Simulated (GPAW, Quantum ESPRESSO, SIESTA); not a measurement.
# GPAW on C(100)/AlN(10-10) interface (192 atoms): settings against a plane-wave reference, part 2 of 2

How do the settings of GPAW change the result for C(100)/AlN(10-10) interface (192 atoms)? A plane-wave run serves as the yardstick.

Program: GPAW 26.7.0; the method stands at each step. Banners, paths, timers and routine set-up lines are dropped from the logs unmarked, and long logs keep their key lines alone; longer cuts are marked.

So far. Step 3 (revPBE, LCAO dzp, h 0.18 Å): Against the first run (7.5 %), the force difference from the reference is 8.9 %, at 1.0 times the CPU time; the model has changed, so this is no error of the program alone. Step 4 (PBE, LCAO dzp, h 0.16 Å): Against the first run (7.5 %), the force difference from the reference is 7.5 %, at 1.2 times the CPU time: the change moves forces by 17 meV/Å r.m.s., so most of the difference comes from elsewhere.

## (5) PBE, grid h 0.24 Å

Method: Kohn-Sham DFT, PBE, PAW, finite differences on a real-space grid.

run.py reads:

```python
import numpy as np
from ase.io import read
from gpaw import GPAW, FermiDirac
from ase.parallel import parprint as print

atoms = read("structure.xyz")
atoms.calc = GPAW(
    mode="fd",
    h=0.24,
    xc="PBE",
    kpts={"size": (1, 1, 1), "gamma": True},
    occupations=FermiDirac(0.05),
    maxiter=200,
    symmetry={"point_group": False},
    nbands=451,
    txt="gpaw.txt",
)
energy = atoms.get_potential_energy(force_consistent=True)
forces = atoms.get_forces()
print(f"energy {energy:.6f} eV")
print("forces (eV/A)")
for i, (a, f) in enumerate(zip(atoms, forces)):
    print(f"{i:4d} {a.symbol:2s} {f[0]:10.5f} {f[1]:10.5f} {f[2]:10.5f}")
print(f"Fermi level {atoms.calc.get_fermi_level():.4f} eV")
for k in range(len(atoms.calc.get_ibz_k_points())):
    for s in range(atoms.calc.get_number_of_spins()):
        e = atoms.calc.get_eigenvalues(kpt=k, spin=s)
        n = np.searchsorted(e, atoms.calc.get_fermi_level())
        print(f"k {k} spin {s} levels about the Fermi level:", np.round(e[max(n - 6, 0):n], 4).tolist(), "|", np.round(e[n:n + 6], 4).tolist())
```

structure.xyz reads:

```xyz
192
Lattice="13.61860 0.00000 0.00000 0.54426 7.95561 0.00000 0.00000 0.00000 13.87303" Properties=species:S:1:pos:R:3 pbc="T T T"
[... 192 atom lines left out: the same atoms as in the first run ...]
```

The run is started by

```
OMP_NUM_THREADS=1 mpirun -np 4 gpaw python run.py > output.txt
```

Output:

```text
energy -1509.315058 eV
forces (eV/A)
   0 C     1.45050    2.30616    1.78660
   1 C     1.87245    0.19544   -4.10933
   2 C    -4.41662    1.07098   -3.22954
   3 C     0.00227    0.92434    2.70166
   4 C     2.89818   -1.78534   -0.90882
   5 C     1.60473    0.69028    1.99029
   6 C     1.40811    0.20696    4.16385
   7 C     1.24244    0.39871   -4.34022
   8 C    -0.59318   -2.14465    0.69104
   9 C    -2.24755   -0.61863   -3.11092
  10 C     2.54249    0.10645   -0.97639
  11 C     6.20071    0.13519   -3.65207
[...]
187 N     2.27858   -1.78391   -0.37708
 188 Al   -0.88664   -2.19752    0.94392
 189 N     1.48183    2.51626    1.41924
 190 Al   -1.24053   -2.36748    2.91821
 191 N     0.05056    0.86799   -1.08491
Fermi level 8.6741 eV
k 0 spin 0 levels about the Fermi level: [8.3838, 8.4161, 8.4486, 8.5191, 8.5731, 8.6211] | [8.7536, 8.7635, 8.8183, 8.8302, 8.8558, 8.9581]
```

gpaw.txt:

```text
Input parameters:
  mode=FD(),
  h=0.24,
  kpts=MonkhorstPack(size=(1, 1, 1), gamma=True),
  maxiter=200,
  nbands=451,
  occupations=Occupations(name='fermi-dirac', width=0.05, fixmagmom=False),
  symmetry=Symmetry(point_group=False),
  xc=XC(name='PBE')
[... lines left out ...]
  Converge bands: occupied
[... lines left out ...]
  Fermi-Dirac:
[... lines left out ...]
convergence criteria:
- Maximum [total energy] change in last 3 cyles: 0.0005 eV / valence electron
[... lines left out ...]
Converged in 31 steps
[... lines left out ...]
  Free energy:   -1509.315058
[... lines left out ...]
Fermi level: 8.674
[... lines left out ...]
|          0 |       -12.813 |     2.000 |
|        ... |               |           |
|        376 |         8.082 |     2.000 |
|        377 |         8.215 |     2.000 |
[...]
|        391 |         9.134 |     0.000 |
|        ... |               |           |
|        450 |        14.724 |     0.000 |
Gap: 0.133 eV
Transition (v -> c):
  (s=0, k=0, n=383, [0.00, 0.00, 0.00]) -> (s=0, k=0, n=384, [0.00, 0.00, 0.00])
No difference between direct/indirect transitions
Force computation time: 2.512  # s
timing:  # [seconds]
  Total:  317.235  # ━━━━━━━━━━━━━━━━━━━━━━━━━━━━━━━━━━━━━━━━━━━━━━━━━━━━━━━━
  Init:    12.478  # ━━
  SCF:    302.219  # ━━━━━━━━━━━━━━━━━━━━━━━━━━━━━━━━━━━━━━━━━━━━━━━━━━━━━╸
  Forces:   2.512  # ╸
```

Run time: 5.3 min. Hardware: 4 MPI ranks of Arm Neoverse V2, shared host; peak memory 2.5 GiB; 21 min of CPU time.

Numbers from this run, and their distance from the reference:

| Property | Result |
| --- | --- |
| r.m.s. force component | 2.244 eV/Å |
| r.m.s. difference of force components | 803.3 meV/Å |
| longest difference of force vectors | 2844 meV/Å |
| force difference over r.m.s. force | 38.69 % |
| slope of forces against the reference's | 1.009 |
| correlation of force components | 0.9338 |

This is a coarse setting, run to see what it loses.

Against the first run (7.5 %), the force difference from the reference is 39 %, at 0.53 times the CPU time.

The forces add up to 23 eV/Å instead of zero, usually a sign of too coarse a grid.

## (6) PBE, LCAO dzp, h 0.18 Å, other mixer settings

Method: Kohn-Sham DFT, PBE, PAW, atomic orbitals (dzp).

Changes to run.py since step 5:

```diff
@@ -2,3 +2,3 @@
 from ase.io import read
-from gpaw import GPAW, FermiDirac
+from gpaw import GPAW, FermiDirac, Mixer
 from ase.parallel import parprint as print
@@ -7,4 +7,5 @@
 atoms.calc = GPAW(
-    mode="fd",
-    h=0.24,
+    mode="lcao",
+    basis="dzp",
+    h=0.18,
     xc="PBE",
@@ -12,5 +13,5 @@
     occupations=FermiDirac(0.05),
+    mixer=Mixer(0.03, 7, 100),
     maxiter=200,
     symmetry={"point_group": False},
-    nbands=451,
     txt="gpaw.txt",
```

structure.xyz is that of step 5.

Output:

```text
energy -1474.553396 eV
forces (eV/A)
   0 C     0.88478    2.74907    0.68867
   1 C     1.71123   -0.99330   -4.68257
   2 C    -3.87647    0.36965   -2.25629
   3 C     0.60923    0.52488    3.37504
   4 C     2.76676   -1.06846    0.01713
   5 C     1.57253   -0.43051    0.83897
[...]
189 N     1.23916    1.56631    1.77067
 190 Al   -1.34255   -2.37151    3.17465
 191 N     0.97473   -0.81555   -0.98520
Fermi level 8.7390 eV
k 0 spin 0 levels about the Fermi level: [8.4548, 8.4852, 8.52, 8.5821, 8.6337, 8.6859] | [8.8198, 8.8323, 8.8804, 8.8956, 8.9169, 9.0348]
```

gpaw.txt:

```text
Input parameters:
  mode=LCAO(),
  basis={'default': 'dzp'},
  h=0.18,
  kpts=MonkhorstPack(size=(1, 1, 1), gamma=True),
  maxiter=200,
[... lines left out ...]
  occupations=Occupations(name='fermi-dirac', width=0.05, fixmagmom=False),
[... lines left out ...]
  Fermi-Dirac:
[... lines left out ...]
convergence criteria:
- Maximum [total energy] change in last 3 cyles: 0.0005 eV / valence electron
[... lines left out ...]
Converged in 28 steps
[... lines left out ...]
  Free energy:   -1474.553396
[... lines left out ...]
Fermi level: 8.739
[... lines left out ...]
|        ... |               |           |
|        376 |         8.149 |     2.000 |
|        377 |         8.290 |     2.000 |
[...]
|        391 |         9.196 |     0.000 |
|        ... |               |           |
|        464 |        14.984 |     0.000 |
Gap: 0.134 eV
Transition (v -> c):
  (s=0, k=0, n=383, [0.00, 0.00, 0.00]) -> (s=0, k=0, n=384, [0.00, 0.00, 0.00])
No difference between direct/indirect transitions
Force computation time: 42.506  # s
```

Run time: 10 min. Hardware: 4 MPI ranks; peak memory 5.2 GiB.

Compared with the plane-wave run:

| Item | Value |
| --- | --- |
| r.m.s. force component | 2.161 eV/Å |
| r.m.s. difference of force components | 155.6 meV/Å |
| longest difference of force vectors | 637.9 meV/Å |
| force difference over r.m.s. force | 7.492 % |
| slope of forces against the reference's | 1.039 |
| correlation of force components | 0.9981 |
| energy less the same-level run's | 0 meV/atom |
| r.m.s. force difference from the same-level run | 7.947 meV/Å |

Against the first run (7.5 %), the force difference from the reference is 7.5 %, at 1.0 times the CPU time: another solver or mixer reaches the same state.

## (7) All runs compared

Differences are against the plane-wave reference, forces as r.m.s. over components; share is that over the reference's r.m.s. force, slope the least-squares factor from reference forces to these. Total energies of different programs have different zeros and aren't compared.

```
                                               run  Δ force, r.m.s. (meV/Å)  share (%)  slope  cores  CPU time  memory (GiB)
                                         reference                        -          -      -      4    51 min           8.2
                      GPAW PBE, LCAO dzp, h 0.18 Å                      156       7.50  1.039      4    40 min           5.3
                   GPAW revPBE, LCAO dzp, h 0.18 Å                      185       8.90  1.044      4    41 min           5.3
                      GPAW PBE, LCAO dzp, h 0.16 Å                      155       7.46  1.039      4    47 min           6.1
                  GPAW PBE, grid h 0.24 Å (coarse)                      803       38.7  1.009      4    21 min           2.5
GPAW PBE, LCAO dzp, h 0.18 Å, other mixer settings                      156       7.49  1.039      4    40 min           5.2
```

Rows marked coarse were listed beforehand as settings not expected to be converged; some can still land near the reference.

CPU time is summed over cores on a shared host, where runs went side by side, so it is rough. Symmetry, cutoffs, thresholds, outputs and thread counts weren't matched or tuned between programs; memory under MPI is the largest rank's times the ranks.

Within one program, basis, potentials and functional, energies share a zero. Each run against its twin at the usual cutoff or grid and solver:

```
                                               run                twin  Δ energy (meV/atom)  Δ force, r.m.s. (meV/Å)  CPU time over the twin's
                      GPAW PBE, LCAO dzp, h 0.16 Å  LCAO dzp, h 0.18 Å                -26.7                     16.7                       1.2
GPAW PBE, LCAO dzp, h 0.18 Å, other mixer settings  LCAO dzp, h 0.18 Å                    0                     7.95                       1.0
```

## (8) What came out

```json
{
 "nearest in forces": "a tie at 7.5 % of 3 runs: GPAW PBE, LCAO dzp, h 0.18 Å; GPAW PBE, LCAO dzp, h 0.16 Å; GPAW PBE, LCAO dzp, h 0.18 Å, other mixer settings"
}
```

What this shows: The PBE runs in local orbitals, coarse settings apart, differ by 7.5 % in each run; basis, grid and potentials can all enter. Rows with another functional or a dispersion term differ by 8.9 % (GPAW revPBE, LCAO dzp, h 0.18 Å), which mixes the change of model with differences of basis and potentials. Runs with settings chosen to be coarse differ by 39 % (GPAW PBE, grid h 0.24 Å), their programs' other errors included. One electronic-structure run takes under half the reference's CPU time: GPAW PBE, grid h 0.24 Å, at 39 % in 21 min against 51 min. The reference's stress is far from hydrostatic: its diagonal is -2.0, 3.1, -7.7 GPa, compression counted positive. The host structure and its lattice constant were typed by rule, without a check against the phase diagram. The reference's pressure of -2.2 GPa belongs to a cell and atoms that aren't relaxed at this level. The electronic-structure runs sample only Γ, in a cell whose shortest periodic width is 8 Å, which is coarse for a cell with partly filled levels.

[Also dropped from logs without a mark: logging warnings of Python, and SIESTA's first energy breakdown and zero terms.]

[Logs are printed without paths, hosts, clocks, repeated set-up lines and the standing remarks that a program may print on its own settings, such as how far it seeks lower states.]

[Hosts, paths, dates, database ids (printed as entryN), source tags and the programs' standing remarks are cut or masked in the printed files.]
